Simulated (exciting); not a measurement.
# Se K-edge absorption of Lu2SeO2, all-electron BSE, part 2 of 2

How far do the exchange and direct terms reshape the Se K edge of Lu2SeO2?

exciting sodium; X-ray absorption, core-level Bethe-Salpeter equation, exchange and statically screened direct term, Tamm-Dancoff, all-electron LAPW+lo LDA.

So far. Step 6 (Exchange alone): Maxima (height): 6.9 eV (0.77) and 20.3 eV (0.35). The spectrum is that of the independent-particle run within 1 %. Step 7 (Direct term alone): Maxima (height): 4.8 eV (1.00) and 19.2 eV (0.27). The spectrum is that of the singlet run within 1 %.

### 8. Coarser mesh

Changed against the first singlet run: k mesh from 4×4×2 to 3×3×1.

Input file input.xml:

```
<input>
  <title>Lu2SeO2</title>
  <structure speciespath="." autormt="false" epslat="1.0e-5">
    <crystal>
      <basevect>7.0223729230 0.0000000000 0.0000000000</basevect>
      <basevect>-3.5111864615 6.0815533462 0.0000000000</basevect>
      <basevect>0.0000000000 0.0000000000 12.5607002188</basevect>
    </crystal>
    <species speciesfile="Lu.xml" rmt="2.240">
      <atom coord="0.6666666667 0.3333333333 0.7067959200"/>
      <atom coord="0.3333333333 0.6666666667 0.2932040800"/>
    </species>
    <species speciesfile="Se.xml" rmt="2.300">
      <atom coord="0.0000000000 0.0000000000 0.0000000000"/>
    </species>
    <species speciesfile="O.xml" rmt="1.804">
      <atom coord="0.6666666667 0.3333333333 0.3748970700"/>
      <atom coord="0.3333333333 0.6666666667 0.6251029300"/>
    </species>
  </structure>
  <groundstate do="skip" xctype="LDA_PW" ngridk="5 5 2" rgkmax="7" gmaxvr="14" nempty="8" swidth="0.001" maxscl="100" epsengy="1e-5"/>
  <xs xstype="BSE" ngridk="3 3 1" ngridq="3 3 1" vkloff="0.097 0.273 0.493" rgkmax="7" nempty="42" gqmax="3" lmaxapwwf="5" lmaxemat="2" broad="0.04300" tevout="true">
    <energywindow intv="457.986 459.603" points="439"/>
    <screening screentype="full" nempty="65"/>
    <BSE xas="true" xasspecies="2" xasatom="1" xasedge="K" bsetype="singlet" nstlxas="1 38"/>
    <qpointset>
      <qpoint>0 0 0</qpoint>
    </qpointset>
    <plan>
      <doonly task="xsgeneigvec"/>
      <doonly task="writepmatxs"/>
      <doonly task="scrgeneigvec"/>
      <doonly task="scrwritepmat"/>
      <doonly task="screen"/>
      <doonly task="scrcoulint"/>
      <doonly task="exccoulint"/>
    </plan>
  </xs>
</input>
```

Input file input.xml for the last start (plan only):

```
  <plan>
    <doonly task="bse"/>
  </plan>
```

Command:

```console
> OMP_NUM_THREADS=1 mpirun -n 4 exciting
> OMP_NUM_THREADS=4 exciting
```

Numbers of over 12 decimals in the logs are rounded to 6 here.

What it wrote:

```text
| EXCITING SODIUM started for task xsgeneigvec ( 301)                          =
One-shot GS runs for BSE calculations
One-shot GS runs for k+qmt/2 grids
Info(xsgeneigvec): Generating eigenvectors for Q-point      1
Info(xsgeneigvec): Generation of eigenvectors finished
| EXCITING SODIUM started for task writepmatxs ( 320)                          =
Info(writepmatxs): Momentum matrix elements finished
| EXCITING SODIUM started for task scrgeneigvec ( 401)                         =
One-shot GS runs for BSE calculations
One-shot GS runs for k+qmt/2 grids
[...]
Info(setup_bse_block): Setting up RR part of hamiltonian
Info(setup_bse_block): Singlet spin state
Info(bse): Diagonalizing RR Hamiltonian (TDA)
Info(bse): Invoking Lapack routine ZHEEVR
       684 eigen solutions found in the interval:
         i1=       1 i2=     684
Info(bse): Writing excition energies and oscillator strengths to text file.
Info(makespectrum_dist): Making spectrum using formula for coupling with time reversed AR basis.
Info(makespectrum_dist): Using formalism for vanishing momentum transfer.
Info(writederived): Writing quantities derived from the macroscopic dielectric function.
Info(bselauncher): Spectrum finished for iqmt=  1
Info(bselauncher): All done for BSE type singlet
```

Elapsed: 4.7 min, on 4 MPI ranks of Intel Xeon at 2.70GHz, shared host.

Wall time by task: xsgeneigvec 11 s, writepmatxs 9.2 s, scrgeneigvec 5.3 s, scrwritepmat 8 s, screen 21 s, scrcoulint 19 s, exccoulint 3.4 min, bse 2 s.

These settings are cheaper. Against the singlet run the r.m.s. difference is 9 %. The highest maximum lies at 4.6 eV (0.96), against 4.8 eV (1.00). The first bright state moves from 0.24 to 0.17 eV. The lowest bare transition of this run lies at 0.87 eV, against 0.37. A coarse mesh samples few band energies, and it inflates the long-range part of the attraction.

```tsv
E (eV)	first run	this run
-6.0	0.03	0.03
-5.0	0.03	0.03
-4.0	0.04	0.04
-3.0	0.06	0.05
-2.0	0.08	0.08
-1.0	0.12	0.12
0.0	0.22	0.20
1.0	0.37	0.30
2.0	0.55	0.42
3.0	0.67	0.65
4.0	0.84	0.89
5.0	0.99	0.94
6.0	0.74	0.75
7.0	0.59	0.62
8.0	0.49	0.54
9.0	0.39	0.42
10.0	0.31	0.30
11.0	0.30	0.26
12.0	0.29	0.29
13.0	0.26	0.31
14.0	0.24	0.29
15.0	0.23	0.23
16.0	0.23	0.23
17.0	0.25	0.24
18.0	0.25	0.23
19.0	0.27	0.23
20.0	0.25	0.21
21.0	0.20	0.17
22.0	0.18	0.13
```

### 9. The levels of theory side by side

```tsv
level	curve passes 0.15 (eV)	highest maximum (eV)	its height
IP	1.4	6.9	0.77
RPA	1.4	6.9	0.77
direct only	-0.6	4.8	1.00
singlet	-0.6	4.8	1.00
```

```tsv
E (eV)	IP	RPA	direct only	singlet
-6.0	0.02	0.02	0.03	0.03
-5.0	0.02	0.02	0.03	0.03
-4.0	0.02	0.02	0.04	0.04
-3.0	0.03	0.03	0.06	0.06
-2.0	0.04	0.04	0.08	0.08
-1.0	0.05	0.05	0.12	0.12
0.0	0.08	0.08	0.22	0.22
1.0	0.12	0.12	0.37	0.37
2.0	0.20	0.20	0.55	0.55
3.0	0.28	0.28	0.67	0.67
4.0	0.35	0.35	0.84	0.84
5.0	0.46	0.46	0.99	0.99
6.0	0.67	0.67	0.74	0.74
7.0	0.77	0.77	0.59	0.59
8.0	0.71	0.71	0.49	0.49
9.0	0.63	0.63	0.39	0.39
10.0	0.52	0.52	0.31	0.31
11.0	0.41	0.41	0.30	0.30
12.0	0.39	0.39	0.29	0.29
13.0	0.37	0.37	0.26	0.26
14.0	0.34	0.34	0.24	0.24
15.0	0.31	0.31	0.23	0.23
16.0	0.29	0.29	0.23	0.23
17.0	0.29	0.29	0.25	0.25
18.0	0.30	0.30	0.25	0.25
19.0	0.32	0.32	0.27	0.27
20.0	0.35	0.35	0.25	0.25
21.0	0.33	0.33	0.20	0.20
22.0	0.28	0.28	0.18	0.18
```

### 10. Summary of results

- absorber and edge: Se K, atom 3
- surroundings: 6 Lu at 2.90 Å, 6 O at 3.29 Å and 6 Se at 3.72 Å (18-fold, site symmetry -3m)
- first bright state: 0.24 eV from the Kohn–Sham onset, on this mesh
- highest maximum: 4.8 eV
- cost of the BSE run: 16 min on 4 MPI ranks of Intel Xeon at 2.70GHz, shared host; the last task ran on as many threads

Is a core exciton bound? Undecided on this mesh: the first bright state (over 5 % of the brightest) lies at 0.24 eV from the Kohn–Sham onset and at -0.13 eV from the lowest bare transition of its own mesh; weaker or dark states reach down to -0.22 eV. Exchange alone changes the independent-particle spectrum by 0.0 % r.m.s. Leaving exchange out of the full kernel changes the spectrum by 0.0 % r.m.s. A mesh of 32 points doesn't converge binding energies, and fine structure above the first lines is partly noise of the mesh. Exchange and the short-range direct term aren't converged in the kernel cutoff. The zero comes from the unshifted 5×5×2 ground-state mesh; it is exact only where the band minimum lies on that mesh. The Kohn–Sham onset, 12474 eV, is no photon energy (tabulated edge of the element: 12658 eV): the scale needs a rigid shift. Bands and screening come from semilocal DFT, whose small gap overscreens. Vibrations and energy-dependent lifetimes are left out. The structure is a Materials Project entry, computed there, and may be a hypothetical form.

[Banner, clock and machine lines of the logs are left out without a mark of their own.]

[Logs are printed without paths, hosts, clocks, repeated set-up lines and the standing remarks that a program may print on its own settings, such as how far it seeks lower states.]

[Hosts, paths, dates, database ids (printed as entryN), source tags and the programs' standing remarks are cut or masked in the printed files.]
